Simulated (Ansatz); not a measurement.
Planning a run of Ansatz 0.2.0 on MoSeS (layered bulk) (P6_3mc). The input:

The structure was built from a prototype and need not be the compound's stable phase.

```yaml
crystal:
  lattice:
    - [3.1671178746, 0.0, 0.0]
    - [-1.5835589373, 2.7428045362, 0.0]
    - [0.0, 0.0, 12.0096143063]
  atoms:
    - { symbol: Mo, position: [0.3333333333, 0.6666666667, 0.2550024429] }
    - { symbol: S, position: [0.6666666667, 0.3333333333, 0.382195575] }
    - { symbol: Se, position: [0.6666666667, 0.3333333333, 0.1128019821] }
    - { symbol: Mo, position: [0.6666666667, 0.3333333333, 0.7550024429] }
    - { symbol: S, position: [0.3333333333, 0.6666666667, 0.882195575] }
    - { symbol: Se, position: [0.3333333333, 0.6666666667, 0.6128019821] }
kpoints:
  mp_grid: { grid: [12, 12, 2] }
  band_path:
    path:
      - [0.0, 0.0, 0.0]
      - [0.5, 0.0, 0.0]
      - [0.33333333, 0.33333333, 0.0]
      - [0.0, 0.0, 0.5]
      - [0.5, 0.0, 0.5]
      - [0.33333333, 0.33333333, 0.5]
      - [0.1666666667, 0.1666666667, 0.0]
    npoints: 1
hamiltonian:
  xc: pbesol
  pseudopotentials: { kind: paw_fr, azcp: { folder: soft_1 }, xc_functional: pbe }
scf:
  occupations: { method: fermi_dirac, width: 0.02 }
  n_extra_bands: 12
magnetization:
  noncollinear: true
  spin_orbit: true
output:
  eigenvalues: true
  forces: true
  stress: true
```

```sh
ansatz run input.yaml --threads 2 --pin off --max-ram 92160MiB --backend cuda --events-out ev --progress --plain --runs-dir out --devices 1 --max-vram 13GiB
```

Q: How long will it take on 1 × NVIDIA H100 80GB HBM3 (shared by 6 runs) with 2 threads of AMD EPYC 7R13 (Zen 3), shared host, and how much memory?

It took 22 s; on shared hardware allow 11 s to 45 s. Peak host memory was 1.0 GiB. The sizes that set the cost: 2045 plane waves a state, 38 irreducible k points and 10 SCF cycles.

[Paths, hosts, dates, memory and timing lines, banners, echoed tables and standing remarks are left out of the program output.]

[Logs are printed without paths, hosts, clocks, repeated set-up lines and the standing remarks that a program may print on its own settings, such as how far it seeks lower states.]

[Runs of the session that timed out or met a known fault of the program may be left out.]

[Cells called generated may have been cut or substituted from an entry of the Crystallography Open Database or the Materials Project.]

[Hosts, paths, dates, database ids (printed as entryN), source tags and the programs' standing remarks are cut or masked in the printed files.]
